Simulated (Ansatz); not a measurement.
# What went wrong? liquid Al2O3 at 2500 K (125 atoms)

Program: Ansatz 0.2.0. The cell: 50 Al and 75 O.

Contents of input.yaml:

```yaml
crystal:
  lattice:
    - [11.4632, 0.0, 0.0]
    - [0.0, 11.4632, 0.0]
    - [0.0, 0.0, 11.4632]
  atoms:
    - { symbol: Al, position: [0.71249, 0.59162, 0.05378], spin: 2.0 }
    - { symbol: Al, position: [0.31765, 0.64399, 0.29789] }
    - { symbol: Al, position: [0.40215, 0.8185, 0.38441] }
    - { symbol: Al, position: [0.79453, 0.38597, 0.89437] }
    - { symbol: Al, position: [0.16444, 0.61004, 0.04788] }
    - { symbol: Al, position: [0.74606, 0.4037, 0.35529] }
    - { symbol: Al, position: [0.76275, 0.60481, 0.53762] }
    - { symbol: Al, position: [0.81731, 0.01108, 0.26272] }
    - { symbol: Al, position: [0.57066, 0.06665, 0.3977] }
    - { symbol: Al, position: [0.96352, 0.83998, 0.13388] }
    - { symbol: Al, position: [0.65474, 0.85286, 0.51248] }
    - { symbol: Al, position: [0.56976, 0.11432, 0.11484] }
    - { symbol: Al, position: [0.94294, 0.78211, 0.63917] }
    - { symbol: Al, position: [0.39662, 0.01581, 0.81142] }
    - { symbol: Al, position: [0.6905, 0.8461, 0.07992] }
    - { symbol: Al, position: [0.69373, 0.81558, 0.78964] }
    - { symbol: Al, position: [0.80197, 0.27531, 0.13058] }
    - { symbol: Al, position: [0.02414, 0.11694, 0.11418] }
    [... 101 atom lines left out ...]
    - { symbol: O, position: [0.81457, 0.48924, 0.45594] }
    - { symbol: O, position: [0.31304, 0.61178, 0.98779] }
    - { symbol: O, position: [0.48064, 0.68583, 0.30603] }
    - { symbol: O, position: [0.48284, 0.27391, 0.99082] }
    - { symbol: O, position: [0.26624, 0.74546, 0.40243] }
    - { symbol: O, position: [0.70083, 0.94192, 0.91566] }
kpoints:
  mp_grid: { grid: [1, 1, 1] }
hamiltonian:
  xc: pbesol
scf:
  occupations: { method: fermi_dirac, width: 0.025 }
  max_iter: 100
output:
  forces: true
```

Started as:

```bash
$ ansatz run input.yaml --threads 4 --pin off --max-ram 8192MiB --backend cpu --events-out ev --progress --plain --runs-dir out
```

Log:

```text
Error: inconsistent input (magnetization.spin_polarized): false but per-atom `spin:`, `per_species`, `initial_magnetization`, `magnetic_field`, or `spin_locking` is set
```

Wall time 0.02 s (4 threads of Intel Xeon Platinum 8488C (Sapphire Rapids), shared host); peak memory 0.043 GiB; 0.02 s of CPU time.

What is at fault here, and what would mend it?

A moment without spin polarisation: crystal.atoms[0].spin = 2.0 and starting moments = "other".

The fix is to switch spin polarisation on, or take the moment out.

The program refused it before any cycle.

[Logs are printed without paths, hosts, clocks, repeated set-up lines and the standing remarks that a program may print on its own settings, such as how far it seeks lower states.]

[Hosts, paths, dates, database ids (printed as entryN), source tags and the programs' standing remarks are cut or masked in the printed files.]
